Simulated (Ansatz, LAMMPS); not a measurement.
# B in place of C at several sites of amorphous Si0.85C0.15 (148 atoms), part 2 of 3

Aim: make B in place of C at several sites of amorphous Si0.85C0.15 (148 atoms), relax each, and compare their energies.

Ansatz 0.2.0; Kohn-Sham DFT, PBE, PAW (set soft_1), plane waves.

The cell: 126 Si and 22 C. The quench rate of 50 K/ps is orders of magnitude faster than experiment. The network of bonds at the start is that of the classical potential that made the cell. The Brillouin zone is sampled at Γ only, in a cell whose shortest periodic width is 14 Å.

So far. Step 2 (Single point at the start): The r.m.s. force at the start is 0.49 eV/Å. Step 3 (Relaxation): The relaxation converged after 32 steps, 8.26 eV below its start, with a largest force component of 0.039 eV/Å.

### Step 4. Single point at the relaxed geometry

The electronic structure is read at the final geometry, in a run of its own.

Contents of input.yaml:

```yaml
crystal:
  lattice:
    - [13.5152, 0.0, 0.0]
    - [0.0, 13.5152, 0.0]
    - [0.0, 0.0, 13.5152]
  atoms:
    - { symbol: Si, position: [0.55569, 0.17416, 0.97458] }
    - { symbol: Si, position: [0.17757, 0.98795, 0.31032] }
    - { symbol: Si, position: [0.95899, 0.85657, 0.63894] }
    - { symbol: Si, position: [0.76338, 0.58363, 0.9175] }
    - { symbol: Si, position: [0.33645, 0.03659, 0.84726] }
    - { symbol: Si, position: [0.39357, 0.2283, 0.06286] }
    [... 136 atom lines left out ...]
    - { symbol: C, position: [0.47068, 0.96897, 0.63945] }
    - { symbol: C, position: [0.17986, 0.85625, 0.12081] }
    - { symbol: C, position: [0.85451, 0.37528, 0.65633] }
    - { symbol: C, position: [0.61453, 0.68579, 0.69486] }
    - { symbol: C, position: [0.76291, 0.16433, 0.25165] }
    - { symbol: C, position: [0.98358, 0.27751, 0.14804] }
kpoints:
  mp_grid: { grid: [1, 1, 1] }
hamiltonian:
  xc: pbe
  pseudopotentials: { kind: paw, azcp: { folder: soft_1 } }
scf:
  occupations: { method: gaussian, width: 0.025 }
output:
  forces: true
  stress: true
  populations: true
  dos:
    method: { smearing: { sigma: 0.08 } }
    de: 0.1
    projected: { site_lists: { C: [C], Si: [Si] } }
  eigenvalues: true
  write_density: true
  write_potential: true
  volumetric_format: npy
  elf: true
```

Launch:

```sh
$ ansatz run input.yaml --threads 4 --pin off --max-ram 15872MiB --backend cpu --events-out ev --progress --plain --runs-dir out
```

Numbers of over 12 decimals in the logs are rounded to 6 here.

What it wrote:

```text
[...]
Crystal: 148 atoms, lattice volume = 2468.695 Å³
Basis set: ecut = 420 eV, 48489 PW (Γ), exchange–correlation on 192×192×192 points (8 copies of the dense FFT grid, shifted against one another)
Bands: 444, of which v1, the nominal top of the filled ones, is band 296 counted from 1 (295 counted from 0)
Symmetry: 1 space group operations
[...]
k-points: 1
[...]
SCF iter   1: F=—  HF=-85622.395477 eV  |F-HF|=—  |Δ(HF+E_count)|=         —  Δρ=5.90e-2  dr2=3.03e2  ethr=3.10e-3  ⟨swp⟩=6.0  Hψ=2109  notcnv=0  defer=107
[...]
SCF iter  11: F=-85581.360528 eV  HF=-85581.360528 eV  |F-HF|=1.63e-8  |Δ(HF+E_count)|=   2.33e-7  Δρ=8.49e-7  dr2=6.95e-8  ethr=1.69e-11  ⟨swp⟩=23.0  Hψ=4629  notcnv=0
SCF 1 converged in 11 iterations: F = -85581.360528 eV  dr2 = 6.95e-8
[...]
SCF converged after 11 iterations
Free energy (F): -85581.360528 eV
[...]
Internal energy: -85581.360524 eV  (E = F + TS)
E sigma→0 (E₀):  -85581.360526 eV
Entropy (-TS):   -0.000004 eV (-0.000 meV/atom)
Fermi energy:    7.653672 eV
[...]
--- Forces (eV/Å), atoms counted from 1 ---
  atom   1  Si     0.00129894    -0.00280622    -0.00057059
  atom   2  Si    -0.00051867     0.00050252     0.00169084
  atom   3  Si    -0.00508542     0.00347085     0.00239344
  atom   4  Si    -0.00101912    -0.00286102     0.00009590
  atom   5  Si    -0.00163126    -0.00001445     0.00116463
  atom   6  Si     0.00077422    -0.00152803     0.00174907
  atom   7  Si     0.00387767    -0.00712607    -0.00751895
  atom   8  Si    -0.00059485    -0.00653888    -0.00261728
  atom   9  Si    -0.00311998     0.00243112     0.00019654
  atom  10  Si     0.00327932    -0.00073096     0.00786469
  atom  11  Si     0.00052074    -0.00059876     0.00330211
  atom  12  Si     0.00043967     0.00017278    -0.00096259
  atom  13  Si    -0.00070848     0.00121197    -0.00411938
  atom  14  Si     0.00114275     0.00265047     0.00163381
[...]
atom 147  C      0.00157090     0.00189049    -0.00081711
  atom 148  C     -0.00112130     0.00082725     0.00141351
  max |Σ_I F_I| component: 6.60e-5 eV/Å
--- Stress (GPa, compression-positive) ---
        0.222673      -1.377323      -0.630002
       -1.377323       2.707975      -0.666071
       -0.630002      -0.666071       2.555445
  P = ⅓ Tr σ = 1.8287 GPa (18.287 kbar)
--- Band table (eV) ---
[...]
--- Löwdin populations: 148 sites ---
  site symbol       q [e]
     0     Si      3.8930
     1     Si      3.7355
     2     Si      3.9887
[...]
147      C      4.7997
  spilling = 0.012462 (of n_electrons = 592.000000)
```

It took 64 s on 4 threads of Arm Neoverse V1, shared host; peak memory 3.1 GiB.

The run gave:

- free energy: -85581.3605 eV
- free energy per atom: -578.2524 eV/atom
- SCF cycles: 11
- pressure: 1.829 GPa
- r.m.s. force component: 0.00557 eV/Å
- longest force: 0.04229 eV/Å
- Fermi energy: 7.654 eV
- spacing of highest filled and lowest empty level: 0.1493 eV
- spilling of the projection: 0.01246

Löwdin charges by element and coordination (they lack the spilled electrons, 0.050 e an atom on average):

| element | coordination | atoms | mean charge (e) | spread | least | most |
| --- | --- | --- | --- | --- | --- | --- |
| C | all | 22 | -0.570 | 0.249 | -0.840 | 0.0944 |
| C | 3 | 8 | -0.386 | 0.274 | -0.797 | 0.0944 |
| C | 4 | 14 | -0.675 | 0.157 | -0.840 | -0.312 |
| Si | all | 126 | 0.158 | 0.166 | -0.0385 | 0.620 |
| Si | 4 | 98 | 0.163 | 0.170 | -0.0385 | 0.620 |
| Si | 5 | 26 | 0.139 | 0.147 | -0.0295 | 0.598 |
| Si | 6 | 2 | 0.168 | 0.188 | -0.0193 | 0.356 |

Density of states as counts of states in windows of 1 eV (from the Fermi level), total and the larger projections:

| from (eV) | to (eV) | total | Si p | Si s | C p |
| --- | --- | --- | --- | --- | --- |
| -14 | -13 | 15.6 | 3.7 | 4.5 | 1.1 |
| -13 | -12 | 13.5 | 3.1 | 6.4 | 1.3 |
| -12 | -11 | 21.9 | 6.0 | 13.6 | 1.2 |
| -11 | -10 | 33.1 | 9.9 | 19.0 | 2.7 |
| -10 | -9 | 42.3 | 13.3 | 24.1 | 3.9 |
| -9 | -8 | 34.6 | 12.4 | 16.3 | 4.8 |
| -8 | -7 | 38.9 | 14.7 | 16.5 | 6.6 |
| -7 | -6 | 45.6 | 20.3 | 15.5 | 8.7 |
| -6 | -5 | 48.8 | 29.0 | 9.9 | 8.8 |
| -5 | -4 | 57.4 | 39.3 | 7.0 | 9.9 |
| -4 | -3 | 66.7 | 50.0 | 6.5 | 8.9 |
| -3 | -2 | 68.2 | 54.3 | 5.2 | 7.2 |
| -2 | -1 | 60.1 | 47.7 | 4.3 | 6.1 |
| -1 | 0 | 31.3 | 22.9 | 3.5 | 3.2 |
| 0 | 1 | 41.4 | 25.7 | 7.8 | 2.8 |
| 1 | 2 | 65.2 | 37.8 | 12.3 | 3.8 |
| 2 | 3 | 79.1 | 45.0 | 12.7 | 4.2 |
| 3 | 4 | 77.2 | 42.9 | 10.3 | 3.6 |

The curve was stored every 0.100 eV, coarse against its broadening of 0.08 eV, so these counts are rough.

Between -17 and -14 eV lie 15 more states.

The levels nearest the highest filled one (over half full), pooled over k-points and spins:

| level less the highest filled one (eV) | occupation |
| --- | --- |
| -0.432 | 2 |
| -0.412 | 2 |
| -0.263 | 2 |
| -0.191 | 2 |
| -0.126 | 2 |
| 0 | 2 |
| 0.149 | 0 |
| 0.227 | 0 |
| 0.297 | 0 |
| 0.330 | 0 |
| 0.378 | 0 |
| 0.469 | 0 |

Valence density in the ab plane at fractional z = 0.076, with atoms of Si and C within 0.2 Å of it. It is the smooth field of the valence electrons, not physical close to the nuclei.

Values in e/Å³, 13 rows by 16 columns, each cell a mean:
```
0.3 0.3 0.2 0.2 0.1 0.1 0.3 0.3 0.3 0.3 0.4 1.0 0.5 0.1 0.1 0.2
0.3 0.4 0.7 0.7 0.2 0.2 0.3 0.5 0.2 0.1 0.2 0.3 0.3 0.2 0.1 0.2
0.1 0.2 0.3 0.5 0.3 0.2 0.2 0.3 0.1 0.1 0.2 0.3 0.4 0.4 0.3 0.2
0.1 0.1 0.1 0.1 0.1 0.2 0.1 0.1 0.1 0.1 0.1 0.1 0.3 0.4 0.3 0.1
0.2 0.3 0.2 0.1 0.1 0.3 0.3 0.3 0.2 0.2 0.1 0.2 0.3 0.3 0.1 0.1
0.3 0.3 0.3 0.1 0.1 0.4 0.4 0.2 0.2 0.3 0.3 0.4 0.3 0.3 0.2 0.2
0.1 0.2 0.2 0.1 0.2 0.4 0.3 0.1 0.1 0.3 0.3 0.3 0.1 0.2 0.2 0.1
0.1 0.2 0.2 0.1 0.2 0.4 0.3 0.1 0.1 0.3 0.4 0.2 0.1 0.4 0.4 0.1
0.2 0.3 0.3 0.1 0.1 0.2 0.2 0.1 0.1 0.3 0.4 0.3 0.1 0.2 0.3 0.2
0.3 0.3 0.3 0.2 0.2 0.3 0.3 0.3 0.2 0.3 0.3 0.2 0.1 0.1 0.2 0.4
0.3 0.1 0.1 0.2 0.2 0.3 0.3 0.3 0.2 0.2 0.1 0.0 0.1 0.2 0.3 0.3
0.4 0.3 0.3 0.3 0.4 0.3 0.3 0.1 0.2 0.3 0.1 0.2 0.2 0.3 0.4 0.3
0.3 0.3 0.4 0.3 0.4 0.3 0.2 0.2 0.3 0.2 0.6 1.3 0.8 0.2 0.1 0.1
```
Columns run along a (13.5 Å), rows up along b (13.5 Å). Atoms in or near the plane, at fractional coordinates: Si at (0.39, 0.23), Si at (0.94, 0.17), Si at (0.64, 0.49), Si at (0.38, 0.62), Si at (0.72, 0.87), Si at (0.05, 0.90), Si at (0.58, 0.03), C at (0.72, 0.01).

Electrostatic potential energy in the ab plane at fractional z = 0.076, with atoms of Si and C within 0.2 Å of it. With pseudopotentials it is smooth inside the atoms' cores, unlike the true potential.

Ten even steps from '0' (-29 eV) to '9' (10 eV), each cell a mean:
```
86678998889999988898643588413799999999
21115899999999864579999998645799999997
12404776888999853479999984131279999997
53247754677789987789999984131278888998
98899988877789999889999998544775225899
99999999988899999999999999999872002799
99999999999999999999999999999985335899
99888999999985447998889999986567889999
85212689999841412788788999840104899999
83010489999841313798889999840103899999
86323799999986568999997545776457998899
99888999999876789999983020489999999999
99999988998731378999983020489999999999
99999999999753579999998656899999888999
99876789999988899999998777899998756799
98411158999999999999986212689998766899
97301048999998778999985100589999988999
98743578888984112689998656899999999888
89999998878871240489999999999999985335
68999999888986224799999999999999960330
68899998888998888999999999999999872111
87667873236887789999765789999877887667
87557750004776679997212168755777899999
98778874237888889996124056100589999999
```
Columns run along a (13.5 Å; values clipped at the 3rd and 97th percentile), rows up along b (13.5 Å). Atoms in or near the plane, at fractional coordinates: Si at (0.39, 0.23), Si at (0.94, 0.17), Si at (0.64, 0.49), Si at (0.38, 0.62), Si at (0.72, 0.87), Si at (0.05, 0.90), Si at (0.58, 0.03), C at (0.72, 0.01).

The highest filled and lowest empty levels lie only 0.15 eV apart (at Γ alone), which on so few k-points needn't be a gap. Mean Löwdin charges: C -0.57, Si +0.16 e (they miss 1.2 % of the electrons, so they add up to more than the cell's charge). Within 0.4 eV of the Fermi level the largest share is Si p (72 % of the projected weight).

### Step 5. B on a site of C, site C140

The site has 3 bonded neighbours (C3) at 1.47 Å on average, by cutoffs that count no bonds between two metal atoms or like ions. The change is made in the relaxed cell and the atoms are relaxed again.

input.yaml, the sections that differ from step 4:

```yaml
crystal:
  lattice:
    - [13.5152, 0.0, 0.0]
    - [0.0, 13.5152, 0.0]
    - [0.0, 0.0, 13.5152]
  atoms:
    [... atom lines 1 to 136 left out ...]
    - { symbol: C, position: [0.8128, 0.81511, 0.37829] }
    - { symbol: C, position: [0.79397, 0.94462, 0.84435] }
    - { symbol: C, position: [0.41523, 0.05169, 0.28793] }
    - { symbol: B, position: [0.65013, 0.58276, 0.27037] }
    - { symbol: C, position: [0.22677, 0.94053, 0.18566] }
    - { symbol: C, position: [0.48068, 0.63031, 0.86482] }
    - { symbol: C, position: [0.47068, 0.96897, 0.63945] }
    [... atom lines 144 to 148 left out ...]
output:
  forces: true
  eigenvalues: true
relax:
  f_tol: 0.05
  max_steps: 90
# kpoints, hamiltonian, scf: as in step 4
```

What it wrote:

```text
[...]
Crystal: 148 atoms, lattice volume = 2468.695 Å³
Basis set: ecut = 420 eV, 48489 PW (Γ), exchange–correlation on 192×192×192 points (8 copies of the dense FFT grid, shifted against one another)
Bands: 444, of which v1, the nominal top of the filled ones, is band 296 counted from 1 (295 counted from 0)
Symmetry: 1 space group operations
[...]
k-points: 1
[...]
SCF iter   1: F=—  HF=-85524.731898 eV  |F-HF|=—  |Δ(HF+E_count)|=         —  Δρ=5.90e-2  dr2=2.29e2  ethr=3.10e-3  ⟨swp⟩=6.0  Hψ=2108  notcnv=0  defer=108
[...]
SCF iter   8: F=—  HF=-85486.729999 eV  |F-HF|=—  |Δ(HF+E_count)|=   1.35e-4  Δρ=1.82e-5  dr2=2.08e-5  ethr=4.59e-8  ⟨swp⟩=2.0  Hψ=602  notcnv=0  defer=138
SCF iter   9: F=-85486.730013 eV  HF=-85486.730012 eV  |F-HF|=5.70e-7  |Δ(HF+E_count)|=   1.37e-5  Δρ=5.72e-6  dr2=2.26e-6  ethr=3.53e-9  ⟨swp⟩=16.0  Hψ=3164  notcnv=0
SCF 1 converged in 9 iterations: F = -85486.730013 eV  dr2 = 2.26e-6
[...]
relax step   1: F+E_penalty+E_count = -85486.73001289 eV  Δ(F+E_penalty+E_count) = +0.000e0 eV  max|allowed force component| = 3.194e0 eV/Å  Δτ_max = 0.0000 Å  (9 SCF iters, dr2 threshold 6.25e-5 eV, accepted)
[...]
relax step   2: F+E_penalty+E_count = -85487.23457377 eV  Δ(F+E_penalty+E_count) = -5.046e-1 eV  max|allowed force component| = 1.442e0 eV/Å  Δτ_max = 0.0763 Å  (6 SCF iters, dr2 threshold 1.00e-4 eV, accepted)
[...]
relax step   3: F+E_penalty+E_count = -85487.39656417 eV  Δ(F+E_penalty+E_count) = -1.620e-1 eV  max|allowed force component| = 2.706e-1 eV/Å  Δτ_max = 0.0851 Å  (6 SCF iters, dr2 threshold 1.00e-4 eV, accepted)
relax step   4: F+E_penalty+E_count = -85487.50619021 eV  Δ(F+E_penalty+E_count) = -1.096e-1 eV  max|allowed force component| = 4.135e-1 eV/Å  Δτ_max = 0.2000 Å  (6 SCF iters, dr2 threshold 4.58e-6 eV, accepted)
relax step   5: F+E_penalty+E_count = -85487.65684177 eV  Δ(F+E_penalty+E_count) = -1.507e-1 eV  max|allowed force component| = 4.411e-1 eV/Å  Δτ_max = 0.1945 Å  (6 SCF iters, dr2 threshold 1.07e-5 eV, accepted)
relax step   6: F+E_penalty+E_count = -85487.68825284 eV  Δ(F+E_penalty+E_count) = -3.141e-2 eV  max|allowed force component| = 9.475e-1 eV/Å  Δτ_max = 0.1938 Å  (6 SCF iters, dr2 threshold 1.00e-4 eV, accepted)
relax step   7: F+E_penalty+E_count = -85487.74947770 eV  Δ(F+E_penalty+E_count) = -6.122e-2 eV  max|allowed force component| = 1.426e-1 eV/Å  Δτ_max = 0.0781 Å  (6 SCF iters, dr2 threshold 1.00e-4 eV, accepted)
relax step   8: F+E_penalty+E_count = -85487.75555623 eV  Δ(F+E_penalty+E_count) = -6.079e-3 eV  max|allowed force component| = 9.394e-2 eV/Å  Δτ_max = 0.0525 Å  (7 SCF iters, accepted)
relax step   9: F+E_penalty+E_count = -85487.76176319 eV  Δ(F+E_penalty+E_count) = -6.207e-3 eV  max|allowed force component| = 6.100e-2 eV/Å  Δτ_max = 0.0234 Å  (6 SCF iters, accepted)
[...]
relax step  10: F+E_penalty+E_count = -85487.76287218 eV  Δ(F+E_penalty+E_count) = -1.109e-3 eV  max|allowed force component| = 4.386e-2 eV/Å  Δτ_max = 0.0112 Å  (6 SCF iters, accepted)
SCF converged after 6 iterations
Free energy (F): -85487.762872 eV
[...]
Internal energy: -85487.748767 eV  (E = F + TS)
E sigma→0 (E₀):  -85487.755820 eV
Entropy (-TS):   -0.014105 eV (-0.095 meV/atom)
Fermi energy:    7.633135 eV
[...]
Σ components = -85487.762872   (vs F -85487.762872, Δ=0.00e0)
--- Forces (eV/Å), atoms counted from 1 ---
  atom   1  Si     0.00503582    -0.00324354    -0.00511652
  atom   2  Si     0.00084955     0.00010612    -0.00391304
  atom   3  Si     0.00419716     0.00059420    -0.00311317
  atom   4  Si     0.00064057    -0.00412347     0.00914766
[...]
atom 148  C      0.00333574     0.00089202     0.00014758
  max |Σ_I F_I| component: 4.66e-6 eV/Å
--- Band table (eV) ---
[...]
--- Relaxed structure (10 steps of the walk, 10 accepted, 0 SCFs on fresh bases) ---
  F+E_penalty+E_count = -85487.76287218 eV   max|allowed force component| = 4.386e-2 eV/Å
  atoms:
    - { symbol: Si, position: [0.560270, 0.176939, 0.972742] }
    - { symbol: Si, position: [0.178371, 0.987448, 0.309976] }
    - { symbol: Si, position: [0.956145, 0.852302, 0.638754] }
    - { symbol: Si, position: [0.759985, 0.584977, 0.921707] }
[...]
- { symbol: C, position: [0.984474, 0.277370, 0.147794] }
```

Run time: 5.8 min. Hardware: 4 threads; peak memory 3.2 GiB; 23 min of CPU time.

The relaxation converged after 10 steps, 1.03 eV below its start, with a largest force component of 0.044 eV/Å.

A closer look about the B atom, after relaxation: 12 atoms, nearest first, numbered in the order of the input, with positions taken from that point.

| atom | x | y | z | distance (Å) | bonds |
| --- | --- | --- | --- | --- | --- |
| B140 | 0.00 | 0.00 | 0.00 | 0.00 | 3 |
| C128 | 0.25 | 1.01 | -1.16 | 1.56 | 3 |
| C131 | 0.13 | 0.55 | 1.50 | 1.60 | 4 |
| C133 | -0.38 | -1.48 | -0.51 | 1.61 | 4 |
| Si18 | -0.23 | -1.01 | -2.47 | 2.68 | 4 |
| Si25 | 1.83 | 1.40 | 1.44 | 2.72 | 4 |
| C135 | 0.32 | -2.72 | 0.10 | 2.74 | 4 |
| Si81 | -1.52 | 1.36 | 1.85 | 2.76 | 5 |
| Si31 | -2.30 | -1.76 | -0.55 | 2.95 | 5 |
| Si42 | 1.63 | 0.53 | -2.41 | 2.96 | 5 |
| Si122 | -0.20 | 2.82 | -1.12 | 3.04 | 4 |
| Si24 | -3.10 | 0.29 | 0.42 | 3.14 | 4 |

The column of bonds counts only the pairs Si-Si within 2.83 Å, Si-C within 2.23 Å, C-C within 1.85 Å, C-B within 1.95 Å; other neighbours, such as metal atoms beside each other in a compound, aren't counted, and periodic images can show an atom twice.

The largest move is 0.61 Å, by Si91.

(Part 2 of 3 ends here.)

[Logs are printed without paths, hosts, clocks, repeated set-up lines and the standing remarks that a program may print on its own settings, such as how far it seeks lower states.]

[Hosts, paths, dates, database ids (printed as entryN), source tags and the programs' standing remarks are cut or masked in the printed files.]
